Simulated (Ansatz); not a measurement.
# Cu(111) with 4 thermally displaced layers, 2x2: scattering by thermal displacements, part 2 of 2

How much do lattice vibrations at 300 K scatter the electrons of Cu? Layers with random displacements are laid between perfect leads, and the resistance is followed against their length.

Ansatz 0.2.0; Ansatz plane-wave DFT, PBE, PAW files; ballistic transport by layer matching (Landauer), zero bias; PAW set soft_1.

So far, open channels per spin nearest the Fermi level: step 2 (with 4 displaced layers) 3.21.

## Step 3: With 8 displaced layers

Each atom of 8 layers is moved at random, by amounts drawn from a normal law 0.0778 Å wide in each direction from the Debye model (343 K) at 300 K. A fresh draw is used; the growth of the resistance with length is what counts.

System of this step: Cu(111) with 8 thermally displaced layers, 2x2. The cell holds 56 atoms: 56 Cu. Its edges and angles: a = 5.112 Å, b = 5.112 Å, c = 29.257 Å, α = 87.5°, β = 92.5°, γ = 120.0°. It derives from Cu. Regions: lead, 24 atoms (24 Cu); scattering region, 32 atoms (32 Cu). The structure is stacked along c, and the current runs across the ab planes.

Contents of input.yaml:

```yaml
crystal:
  lattice:
    - [5.1123254594, 0.0, 0.0]
    - [-2.5561627297, 4.4274037203, 0.0]
    - [-1.2780813649, 0.73790062, 29.2193738075]
  atoms:
    - { symbol: Cu, position: [0.005952381, 0.994047619, 0.0357142857] }
    - { symbol: Cu, position: [0.005952381, 0.494047619, 0.0357142857] }
    - { symbol: Cu, position: [0.505952381, 0.994047619, 0.0357142857] }
    - { symbol: Cu, position: [0.505952381, 0.494047619, 0.0357142857] }
    - { symbol: Cu, position: [0.1845238095, 0.3154761905, 0.1071428571] }
    - { symbol: Cu, position: [0.1845238095, 0.8154761905, 0.1071428571] }
    - { symbol: Cu, position: [0.6845238095, 0.3154761905, 0.1071428571] }
    - { symbol: Cu, position: [0.6845238095, 0.8154761905, 0.1071428571] }
    - { symbol: Cu, position: [0.3630952381, 0.1369047619, 0.1785714286] }
    - { symbol: Cu, position: [0.3630952381, 0.6369047619, 0.1785714286] }
    - { symbol: Cu, position: [0.8630952381, 0.1369047619, 0.1785714286] }
    - { symbol: Cu, position: [0.8630952381, 0.6369047619, 0.1785714286] }
    - { symbol: Cu, position: [0.0807849805, 0.9812768861, 0.2509512624] }
    - { symbol: Cu, position: [0.0235363211, 0.4579638584, 0.2517473815] }
    - { symbol: Cu, position: [0.5257277057, 0.9650836437, 0.2511441958] }
    - { symbol: Cu, position: [0.5415616383, 0.4378257807, 0.2482387037] }
    - { symbol: Cu, position: [0.2040953202, 0.2584406581, 0.3260583587] }
    - { symbol: Cu, position: [0.2154684347, 0.7856555412, 0.3207403123] }
    - { symbol: Cu, position: [0.7562060611, 0.302675381, 0.3231144068] }
    - { symbol: Cu, position: [0.6874758402, 0.7803725827, 0.3232483829] }
    - { symbol: Cu, position: [0.4094640278, 0.0895275647, 0.3977069076] }
    - { symbol: Cu, position: [0.373325843, 0.5891547663, 0.3953460255] }
    - { symbol: Cu, position: [0.9172271992, 0.13628237, 0.3933589365] }
    - { symbol: Cu, position: [0.88537624, 0.5950419755, 0.3899527691] }
    - { symbol: Cu, position: [0.0637382455, 0.9334355064, 0.4658326407] }
    - { symbol: Cu, position: [0.0911967489, 0.4086137435, 0.4687817202] }
    - { symbol: Cu, position: [0.5866454725, 0.9504682769, 0.4631337404] }
    - { symbol: Cu, position: [0.5688434003, 0.4265493835, 0.4670311993] }
    - { symbol: Cu, position: [0.2526639395, 0.2343567835, 0.532144275] }
    - { symbol: Cu, position: [0.2394850187, 0.7524390582, 0.5383486685] }
    - { symbol: Cu, position: [0.7444036832, 0.2247872168, 0.5380381181] }
    - { symbol: Cu, position: [0.7304857844, 0.7312458309, 0.5373672889] }
    - { symbol: Cu, position: [0.403427446, 0.0725214797, 0.6055946663] }
    - { symbol: Cu, position: [0.4356110576, 0.5640566974, 0.607680838] }
    - { symbol: Cu, position: [0.9390537622, 0.0515237136, 0.6109251763] }
    - { symbol: Cu, position: [0.953497641, 0.579781064, 0.6102434505] }
    - { symbol: Cu, position: [0.1325244088, 0.901698944, 0.6787726409] }
    - { symbol: Cu, position: [0.0898618413, 0.3848738364, 0.676523162] }
    - { symbol: Cu, position: [0.5934685752, 0.8916971611, 0.6770580839] }
    - { symbol: Cu, position: [0.5883865742, 0.3684635475, 0.6792858916] }
    - { symbol: Cu, position: [0.3087326984, 0.2315707835, 0.7499629624] }
    - { symbol: Cu, position: [0.3203432969, 0.7324563213, 0.7530614698] }
    - { symbol: Cu, position: [0.7666253602, 0.2297666459, 0.7509039884] }
    - { symbol: Cu, position: [0.8015440371, 0.7146847903, 0.7510188093] }
    - { symbol: Cu, position: [0.4702380952, 0.0297619048, 0.8214285714] }
    - { symbol: Cu, position: [0.4702380952, 0.5297619048, 0.8214285714] }
    - { symbol: Cu, position: [0.9702380952, 0.0297619048, 0.8214285714] }
    - { symbol: Cu, position: [0.9702380952, 0.5297619048, 0.8214285714] }
    - { symbol: Cu, position: [0.1488095238, 0.8511904762, 0.8928571429] }
    - { symbol: Cu, position: [0.1488095238, 0.3511904762, 0.8928571429] }
    - { symbol: Cu, position: [0.6488095238, 0.8511904762, 0.8928571429] }
    - { symbol: Cu, position: [0.6488095238, 0.3511904762, 0.8928571429] }
    - { symbol: Cu, position: [0.3273809524, 0.1726190476, 0.9642857143] }
    - { symbol: Cu, position: [0.3273809524, 0.6726190476, 0.9642857143] }
    - { symbol: Cu, position: [0.8273809524, 0.1726190476, 0.9642857143] }
    - { symbol: Cu, position: [0.8273809524, 0.6726190476, 0.9642857143] }
kpoints:
  mp_grid: { grid: [5, 5, 1] }
hamiltonian:
  xc: pbe
  pseudopotentials: { kind: paw, azcp: { folder: soft_1 } }
scf:
  occupations: { method: fermi_dirac, width: 0.1 }
output:
  transmission:
    leads: [[0, 4]]
    kmesh: [10, 10]
    e_range: [-0.05, 0.05]
    de: 0.05
  write_potential: true
  write_density: true
  volumetric_format: npy
```

The run is started by

```
ansatz run input.yaml --threads 4 --pin off --max-ram 15360MiB --backend cpu --events-out ev --progress --plain --runs-dir out
```

Numbers of over 12 decimals in the logs are rounded to 6 here.

The log of the run:

```text
[...]
Crystal: 56 atoms, lattice volume = 661.361 Å³
Basis set: ecut = 420 eV, 12983 PW (Γ)
Bands: 639, of which v1, the nominal top of the filled ones, is band 532 counted from 1 (531 counted from 0)
Symmetry: 1 space group operations
[...]
k-points: 13 of 25 (time reversal used)
[...]
SCF iter   1: F=—  HF=-371058.990875 eV  |F-HF|=—  |Δ(HF+E_count)|=         —  Δρ=2.66e-1  dr2=2.81e2  ethr=3.10e-3  ⟨swp⟩=4.8  Hψ=25548  notcnv=0  defer=25
[...]
SCF iter  12: F=-371008.007664 eV  HF=-371008.007664 eV  |F-HF|=5.19e-8  |Δ(HF+E_count)|=   3.31e-8  Δρ=2.79e-6  dr2=5.52e-8  ethr=9.40e-12  ⟨swp⟩=6.3  Hψ=29379  notcnv=0
SCF 1 converged in 12 iterations: F = -371008.007664 eV  dr2 = 5.52e-8
[...]
transmission: 234 of 2340 steps passed
transmission: 468 of 2340 steps passed
[...]
transmission: 2340 of 2340 steps passed
SCF converged after 12 iterations
Free energy (F): -371008.007664 eV
[...]
Internal energy: -371007.295437 eV  (E = F + TS)
E sigma→0 (E₀):  -371007.651550 eV
Entropy (-TS):   -0.712227 eV (-12.718 meV/atom)
Fermi energy:    16.341877 eV
[...]
--- Band table (eV; the first three rows and the last of 13) ---
  k-point 0: bands = [... 528 lower, 16.3477, 16.6230, 16.6455, 16.8564, 16.8924, 16.9036, 16.9275, 17.0988, ... 103 higher]
  k-point 1: bands = [... 528 lower, 16.0741, 16.2001, 16.2307, 16.2526, 16.3324, 16.4059, 16.4576, 16.5243, ... 103 higher]
  k-point 2: bands = [... 528 lower, 16.0864, 16.1531, 16.1766, 16.2851, 16.3334, 16.4267, 16.5808, 16.6097, ... 103 higher]
  k-point 12: bands = [... 528 lower, 15.6448, 15.7300, 16.0407, 16.3837, 16.5150, 16.7567, 16.7975, 16.9797, ... 103 higher]
--- Transmission ---
  basis      : 199 plane waves across, 45 finite elements along
  points     : 52, standing for a mesh of 10 x 10
[...]
channels       : 3.210000e0 a spin
[...]
junction   : crystal 0 to crystal 0, 0.70 to 27.83 Å
    transmission   : 3.037381e0 a spin
[...]
```

The job ended after 13 min (4 threads of Arm Neoverse V2, shared host; peak memory 8.4 GiB; 49 min of CPU time).

This step gave:

- free energy: -371008.0077 eV
- energy at zero smearing: -371007.6516 eV
- transmission per spin nearest the Fermi level: 3.037
- step of the lead's potential: 2.6 meV

Per spin. Table of transmission, zone mean by energy, zero at the Fermi level:

```
energy (eV)  transmission, zone mean
    -0.0500                     2.99
     0.0000                     3.04
     0.0500                     3.06
```

Over the solved energies the transmission per spin lies between 2.99 and 3.06, out of 3.21 channels of the lead on average (up to 3.21).

## Step 4: With 12 displaced layers

Each atom of 12 layers is moved at random, by amounts drawn from a normal law 0.0778 Å wide in each direction from the Debye model (343 K) at 300 K. A fresh draw is used; the growth of the resistance with length is what counts.

System of this step: Cu(111) with 12 thermally displaced layers, 2x2. The cell holds 72 atoms: 72 Cu. Its edges and angles: a = 5.112 Å, b = 5.112 Å, c = 37.568 Å, α = 90.0°, β = 90.0°, γ = 120.0°. It derives from Cu. Regions: lead, 24 atoms (24 Cu); scattering region, 48 atoms (48 Cu). The structure is stacked along c, and the current runs across the ab planes.

Contents of input.yaml:

```yaml
crystal:
  lattice:
    - [5.1123254594, 0.0, 0.0]
    - [-2.5561627297, 4.4274037203, 0.0]
    - [0.0, 0.0, 37.567766324]
  atoms:
    - { symbol: Cu, position: [0.0, 0.0, 0.0277777778] }
    - { symbol: Cu, position: [0.0, 0.5, 0.0277777778] }
    - { symbol: Cu, position: [0.5, 0.0, 0.0277777778] }
    - { symbol: Cu, position: [0.5, 0.5, 0.0277777778] }
    - { symbol: Cu, position: [0.1666666667, 0.3333333333, 0.0833333333] }
    - { symbol: Cu, position: [0.1666666667, 0.8333333333, 0.0833333333] }
    - { symbol: Cu, position: [0.6666666667, 0.3333333333, 0.0833333333] }
    - { symbol: Cu, position: [0.6666666667, 0.8333333333, 0.0833333333] }
    - { symbol: Cu, position: [0.3333333333, 0.1666666667, 0.1388888889] }
    - { symbol: Cu, position: [0.3333333333, 0.6666666667, 0.1388888889] }
    - { symbol: Cu, position: [0.8333333333, 0.1666666667, 0.1388888889] }
    - { symbol: Cu, position: [0.8333333333, 0.6666666667, 0.1388888889] }
    - { symbol: Cu, position: [0.0017068586, 0.9936950603, 0.1905075628] }
    - { symbol: Cu, position: [0.9912835756, 0.4858810451, 0.1966806648] }
    - { symbol: Cu, position: [0.4963401182, 0.0014663906, 0.1926855383] }
    - { symbol: Cu, position: [0.4921304735, 0.4997974016, 0.19136933] }
    - { symbol: Cu, position: [0.1703093922, 0.3314699888, 0.2475452504] }
    - { symbol: Cu, position: [0.1346880791, 0.8423459909, 0.2493839233] }
    - { symbol: Cu, position: [0.6565292817, 0.3291848644, 0.2537605795] }
    - { symbol: Cu, position: [0.6666698415, 0.8348549521, 0.2469213709] }
    - { symbol: Cu, position: [0.3664533547, 0.1827839469, 0.3077643893] }
    - { symbol: Cu, position: [0.3421099124, 0.6827693104, 0.3063235124] }
    - { symbol: Cu, position: [0.8413251644, 0.1639931313, 0.3025042227] }
    - { symbol: Cu, position: [0.8319900776, 0.6326757182, 0.305058824] }
    - { symbol: Cu, position: [0.9877287176, 0.9816803386, 0.3623804361] }
    - { symbol: Cu, position: [0.9931151562, 0.4923256442, 0.3621873192] }
    - { symbol: Cu, position: [0.5049496145, 0.0243998613, 0.3618387149] }
    - { symbol: Cu, position: [0.4757066471, 0.465845587, 0.3584037205] }
    - { symbol: Cu, position: [0.1827564208, 0.3324443845, 0.4160805239] }
    - { symbol: Cu, position: [0.1803998764, 0.8108013572, 0.4154542021] }
    - { symbol: Cu, position: [0.6646270918, 0.3436333726, 0.4152929755] }
    - { symbol: Cu, position: [0.64323596, 0.8051360783, 0.4181766104] }
    - { symbol: Cu, position: [0.3414131378, 0.1582982764, 0.4725603786] }
    - { symbol: Cu, position: [0.3095238732, 0.6583784438, 0.4750749405] }
    - { symbol: Cu, position: [0.8556910256, 0.20725224, 0.4705925277] }
    - { symbol: Cu, position: [0.8404441445, 0.663232265, 0.4733936129] }
    - { symbol: Cu, position: [0.9949610789, 0.9901415742, 0.5259815845] }
    - { symbol: Cu, position: [0.0459650331, 0.4986412988, 0.5236027636] }
    - { symbol: Cu, position: [0.4960881533, 0.0119109531, 0.5267426298] }
    - { symbol: Cu, position: [0.5295012473, 0.5176088779, 0.527462397] }
    - { symbol: Cu, position: [0.1506571844, 0.3156822472, 0.5818842198] }
    - { symbol: Cu, position: [0.1548340358, 0.8544906596, 0.5866264993] }
    - { symbol: Cu, position: [0.6371775605, 0.3125750062, 0.579672052] }
    - { symbol: Cu, position: [0.6247191932, 0.7787650973, 0.5809685176] }
    - { symbol: Cu, position: [0.3500274605, 0.1605943244, 0.6406581014] }
    - { symbol: Cu, position: [0.3413591241, 0.6975958655, 0.6393013221] }
    - { symbol: Cu, position: [0.8499407318, 0.2115044565, 0.6382171474] }
    - { symbol: Cu, position: [0.8165280082, 0.6702135688, 0.6388084902] }
    - { symbol: Cu, position: [0.0081272066, 0.983809889, 0.6961104186] }
    - { symbol: Cu, position: [0.0071085285, 0.4882709056, 0.6947824022] }
    - { symbol: Cu, position: [0.5079656724, 0.0412082194, 0.6929866917] }
    - { symbol: Cu, position: [0.4837456112, 0.481276692, 0.693727883] }
    - { symbol: Cu, position: [0.1733210524, 0.3468208916, 0.7487361332] }
    - { symbol: Cu, position: [0.1513988851, 0.8084502215, 0.7482870613] }
    - { symbol: Cu, position: [0.7177370847, 0.3516245902, 0.7483822482] }
    - { symbol: Cu, position: [0.6377515991, 0.8161955155, 0.7499550943] }
    - { symbol: Cu, position: [0.3273236583, 0.1535906715, 0.8028920105] }
    - { symbol: Cu, position: [0.3589396555, 0.6746013112, 0.804780102] }
    - { symbol: Cu, position: [0.8253252951, 0.1573645385, 0.7994771748] }
    - { symbol: Cu, position: [0.8256899337, 0.6478606827, 0.8034797372] }
    - { symbol: Cu, position: [0.0, 0.0, 0.8611111111] }
    - { symbol: Cu, position: [0.0, 0.5, 0.8611111111] }
    - { symbol: Cu, position: [0.5, 0.0, 0.8611111111] }
    - { symbol: Cu, position: [0.5, 0.5, 0.8611111111] }
    - { symbol: Cu, position: [0.1666666667, 0.3333333333, 0.9166666667] }
    - { symbol: Cu, position: [0.1666666667, 0.8333333333, 0.9166666667] }
    - { symbol: Cu, position: [0.6666666667, 0.3333333333, 0.9166666667] }
    - { symbol: Cu, position: [0.6666666667, 0.8333333333, 0.9166666667] }
    - { symbol: Cu, position: [0.3333333333, 0.1666666667, 0.9722222222] }
    - { symbol: Cu, position: [0.3333333333, 0.6666666667, 0.9722222222] }
    - { symbol: Cu, position: [0.8333333333, 0.1666666667, 0.9722222222] }
    - { symbol: Cu, position: [0.8333333333, 0.6666666667, 0.9722222222] }
kpoints:
  mp_grid: { grid: [5, 5, 1] }
hamiltonian:
  xc: pbe
  pseudopotentials: { kind: paw, azcp: { folder: soft_1 } }
scf:
  occupations: { method: fermi_dirac, width: 0.1 }
output:
  transmission:
    leads: [[0, 4]]
    kmesh: [10, 10]
    e_range: [-0.05, 0.05]
    de: 0.05
  write_potential: true
  write_density: true
  volumetric_format: npy
```

The log of the run:

```text
[...]
Crystal: 72 atoms, lattice volume = 850.321 Å³
Basis set: ecut = 420 eV, 16727 PW (Γ)
Bands: 821, of which v1, the nominal top of the filled ones, is band 684 counted from 1 (683 counted from 0)
Symmetry: 1 space group operations
[...]
k-points: 13 of 25 (time reversal used)
[...]
SCF iter   1: F=—  HF=-477074.794373 eV  |F-HF|=—  |Δ(HF+E_count)|=         —  Δρ=2.66e-1  dr2=3.61e2  ethr=3.10e-3  ⟨swp⟩=4.9  Hψ=31591  notcnv=0  defer=54
[...]
SCF iter  14: F=-477009.522906 eV  HF=-477009.522906 eV  |F-HF|=8.70e-8  |Δ(HF+E_count)|=   2.31e-8  Δρ=1.28e-6  dr2=8.87e-8  ethr=7.31e-12  ⟨swp⟩=2.0  Hψ=19643  notcnv=0
SCF 1 converged in 14 iterations: F = -477009.522906 eV  dr2 = 8.87e-8
[...]
transmission: 312 of 3068 steps passed
transmission: 621 of 3068 steps passed
[...]
transmission: 3068 of 3068 steps passed
SCF converged after 14 iterations
Free energy (F): -477009.522906 eV
[...]
Internal energy: -477008.690617 eV  (E = F + TS)
E sigma→0 (E₀):  -477009.106762 eV
Entropy (-TS):   -0.832289 eV (-11.560 meV/atom)
Fermi energy:    16.320923 eV
[...]
--- Band table (eV; the first three rows and the last of 13) ---
  k-point 0: bands = [... 680 lower, 16.3843, 16.7571, 16.7827, 16.8025, 16.8137, 16.8441, 16.8691, 17.0774, ... 133 higher]
  k-point 1: bands = [... 680 lower, 16.0306, 16.1572, 16.1745, 16.3106, 16.3368, 16.4384, 16.4568, 16.4857, ... 133 higher]
  k-point 2: bands = [... 680 lower, 16.1414, 16.1553, 16.2151, 16.2540, 16.3176, 16.3511, 16.3879, 16.4566, ... 133 higher]
  k-point 12: bands = [... 680 lower, 15.8568, 15.9705, 15.9817, 16.3283, 16.3397, 16.8163, 16.8327, 16.9471, ... 133 higher]
--- Transmission ---
  basis      : 199 plane waves across, 59 finite elements along
  points     : 52, standing for a mesh of 10 x 10
[...]
channels       : 3.210000e0 a spin
[...]
junction   : crystal 0 to crystal 0, 0.70 to 36.18 Å
    transmission   : 2.889195e0 a spin
[...]
```

Wall time 26 min (4 threads); peak memory 7.4 GiB; 1.6 h of CPU time.

Numbers from this step:

| Property | Result |
| --- | --- |
| free energy | -477009.5229 eV |
| energy at zero smearing | -477009.1068 eV |
| Fermi energy | 16.32 eV |
| transmission per spin nearest the Fermi level | 2.889 |
| step of the lead's potential | 6.2 meV |

Per spin. The transmission, zone mean by energy, zero at the Fermi level:

```
energy (eV)  transmission, zone mean
    -0.0500                     2.87
     0.0000                     2.89
     0.0500                     2.92
```

Over the solved energies the transmission per spin lies between 2.87 and 2.92, out of 3.21 channels of the lead on average (up to 3.21).

## Step 5: Resistance against length

This step: Ansatz plane-wave DFT, PBE, PAW files; ballistic transport by layer matching (Landauer), zero bias; resistivity from the slope of the area resistance; PAW set soft_1 (Ansatz 0.2.0).

Numbers from this step:

| Property | Result |
| --- | --- |
| resistivity | 4.563 µΩ cm |
| intercept | -0.01670 fΩ m² |
| scatter about the fit | 0.003747 fΩ m² |

Resistance, by row:

```
run  length (Å)      T  channels N  RA (fΩ m²)
 n4       8.348  3.127        3.21     0.02404
 n8        16.7   3.03        3.21     0.05418
n12       25.05  2.892        3.21      0.1002
```

Area resistance against length of the displaced region:

```
length of the displaced region (Å)  area resistance (fΩ m²)
                              8.35                   0.0240
                             16.70                   0.0542
                             25.05                    0.100
```

The area resistance goes from 0.024 to 0.10 fΩ m² between 8.3 and 25.0 Å, a slope of 4.6 µΩ cm.

By hand from the end points: (0.1002 − 0.02404) fΩ m² / (25.05 − 8.35) Å = 4.6 µΩ cm, since 1 fΩ m² per Å is 1000 µΩ cm.

## Step 6: Results

| Quantity | Value |
| --- | --- |
| resistivity from the slope | 4.56 µΩ cm |
| area resistance over 8.35 Å | 0.0240 fΩ m² |
| area resistance over 16.7 Å | 0.0542 fΩ m² |
| area resistance over 25.0 Å | 0.100 fΩ m² |

In words: The slope gives 4.6 µΩ cm. The points scatter by 0.0037 fΩ m² about the line, with one random draw a length in a 2x2 cell, so the slope is a rough value. The mean square of the displacements drawn is 0.78, 0.99 and 1.2 of the nominal one at the three lengths; with each resistance scaled back by that, the slope is 3.3 µΩ cm, the value used below. Read with a model of isotropic scattering on a spherical Fermi surface and the lead's 1.1×10¹⁵ S/m², this slope means a mean free path near 252 Å; over these lengths the model's slope is 1.20 times its bulk resistivity, which would be 2.7 µΩ cm. Uncorrelated displacements put too much weight on short waves, which scatter strongly; with the sideways repeat of a small cell, one draw and three short lengths, the method is good to a factor of two or three. The measured value is 1.725 µΩ cm (CRC Handbook of Chemistry and Physics, 84th ed., 2003, Electrical Resistivity of Pure Metals); the scaled slope is 1.9 times that and the corrected value 1.6: clearly high.

[Logs are printed without paths, hosts, clocks, repeated set-up lines and the standing remarks that a program may print on its own settings, such as how far it seeks lower states.]

[Hosts, paths, dates, database ids (printed as entryN), source tags and the programs' standing remarks are cut or masked in the printed files.]
